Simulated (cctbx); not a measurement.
## Occupancies in Ga5N3

Cell a = 6.7320 Å, b = 6.7320 Å, c = 4.6570 Å, α = 90.00°, β = 90.00°, γ = 120.00°; space group P6_3/mcm (no. 193); nominal formula Ga5N3.

The data are simulated with cctbx, not measured: Mo Kα, λ = 0.71073 Å, to d = 0.77 Å, 50 % of the full sphere, strongest reflection 70000 counts, noise from counting, a 4 % proportional error and a noise floor of 2 counts (s.d.); no absorption.

With every site full:

```text
Rint 0.030, 91 unique reflections to 0.77 A
cycle     R1     wR2    GooF  max shift (A)
   1  0.1590  0.4170  24.145   0.01256
   3  0.0389  0.1230   7.123   0.00005
final R1 0.0389 wR2 0.1230 GooF 7.123  parameters 10  data/parameter 9.1
atom        x        y        z      Ueq    occ   su(xyz)  su(Uiso or U11)
Ga1    0.74386  0.74386  0.75000   0.0079  1.000  0.00021  0.0010
Ga2    0.33333  0.66667  0.00000  -0.0003  1.000  0.00000  0.0010  NPD
N1     0.39085  0.39085  0.75000   0.0018  1.000  0.00153  0.0036
difference map: max 2.26 min -2.56 rms 0.47
Q1    0.3333  0.6667  0.0000    4    2.28  0.00 A from Ga2
Q2    0.0000  0.3476  0.2500    6    0.77  0.29 A from N1
Q3    0.1657  0.3389  0.2500   12    0.65  1.01 A from Ga1
Q4    0.2260  0.5166  0.2500   12    0.48  1.32 A from N1
Q5    0.1754  0.5761  0.7500   12    0.47  1.31 A from N1
Q6    0.0840  0.5240  0.0792   24    0.43  1.12 A from N1
```

With the occupancies of the suspect sites free, each still typed as its main element:

```text
Rint 0.030, 91 unique reflections to 0.77 A
cycle     R1     wR2    GooF  max shift (A)
   1  0.1157  0.3765  21.934   0.00542
   5  0.0087  0.0177   1.034   0.00002
final R1 0.0087 wR2 0.0177 GooF 1.034  parameters 11  data/parameter 8.3
atom        x        y        z      Ueq    occ   su(xyz)  su(Uiso or U11)
Ga1    0.74353  0.74353  0.75000   0.0045  0.849  0.00003  0.0002
Ga2    0.33333  0.66667  0.00000   0.0038  1.000  0.00000  0.0001
N1     0.38904  0.38904  0.75000   0.0059  1.000  0.00022  0.0005
su of occupancy Ga1: 0.002
difference map: max 0.32 min -0.48 rms 0.10
Q1    0.0000  0.1471  0.2500    6    0.33  1.50 A from Ga1
Q2    0.2590  0.5180  0.0000   12    0.30  0.87 A from Ga2
Q3    0.0000  0.1487  0.7500    6    0.27  0.73 A from Ga1
Q4    0.1687  0.3298  0.2500   12    0.26  0.94 A from Ga1
Q5    0.0000  0.2429  0.0505   12    0.24  1.35 A from N1
Q6    0.0000  0.3625  0.7500    6    0.21  0.71 A from Ga1
```

**Question.** What is the disorder?

X-rays count electrons. Ga1 refines to 0.849(0.002), or 26.3 electrons; the site truly holds 0.85 Ga, 26.3 electrons, which is 0.850 of Ga. A value under 1 can't tell vacancies from a lighter guest, and one over 1 needs a heavier guest; chemistry or a second radiation must settle which. Occupancy correlates with U and the scale, so the match is approximate.

Freeing them takes R1 from 0.0389 to 0.0087 and GooF from 7.12 to 1.03.

The model was made for the exercise: a known structure type with other elements put in, its volume estimated, not relaxed; displacement parameters are assumed.

[Middle refinement cycles are left out of these outputs.]

[Logs are printed without paths, hosts, clocks, repeated set-up lines and the standing remarks that a program may print on its own settings, such as how far it seeks lower states.]
